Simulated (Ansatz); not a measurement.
In doubt: masses and optical values from hybrid runs of this build are listed as unsure (in some of the runs), which bears on the screening that GW takes from such a start.

The crystal is TiO2 (C2/c).

It takes space group C2/c (No. 15, monoclinic). Conventional cell: a = 5.412 Å, b = 5.413 Å, c = 5.472 Å, α = 90.00°, β = 118.77°, γ = 90.00°. Nearest to Ti lie 6 O at 1.93 to 2.00 Å. O has 3 Ti at 1.93 to 2.00 Å nearest. Farther neighbours and most contacts between anions are not listed.

```cif
data_structure
_symmetry_space_group_name_H-M 'P 1'
_symmetry_Int_Tables_number 1
_cell_length_a 3.8273
_cell_length_b 3.8273
_cell_length_c 5.4720
_cell_angle_alpha 109.893
_cell_angle_beta 109.893
_cell_angle_gamma 90.013
_cell_volume 70.26
loop_
_atom_site_label
_atom_site_type_symbol
_atom_site_fract_x
_atom_site_fract_y
_atom_site_fract_z
_atom_site_occupancy
Ti1 Ti 0.13411 0.86589 0.25000 1
Ti2 Ti 0.86589 0.13411 0.75000 1
O3 O 0.33122 0.08876 0.66715 1
O4 O 0.66878 0.91124 0.33285 1
O5 O 0.91124 0.66878 0.83285 1
O6 O 0.08876 0.33122 0.16715 1
```

The cell and positions are those that the Materials Project relaxed with its own functionals (PBE, PBE+U or r2SCAN), kept fixed. This is not the form that TiO2 usually takes at ambient conditions.

Gaps computed with Ansatz 0.2.0 without a self-energy: HSE06 3.51 eV, r2SCAN 2.41 eV and PBE0 4.25 eV.

Q: Estimate the G0W0@HSE06 gap with 6×6×4 mesh, 258 empty bands, screening to 138 eV, PAW set soft_1 files.

About 3.80 eV: on its mesh the run moves the gap from 3.54 eV by +0.29 eV, and the mesh misses the edges by 0.04 eV. Among the scalar-relativistic levels given, HSE06 is nearest (−0.29 eV). Bands and cutoff are finite, so the gap is not at the basis limit. The miss can reach some tenths of an eV and take either sign; the mesh is an error of its own.

[Paths, hosts, dates, memory and timing lines, banners, echoed tables and standing remarks are left out of the program output.]

[Logs are printed without paths, hosts, clocks, repeated set-up lines and the standing remarks that a program may print on its own settings, such as how far it seeks lower states.]

[Runs of the session that timed out or met a known fault of the program may be left out.]

[Cells called generated may have been cut or substituted from an entry of the Crystallography Open Database or the Materials Project.]

[Hosts, paths, dates, database ids (printed as entryN), source tags and the programs' standing remarks are cut or masked in the printed files.]
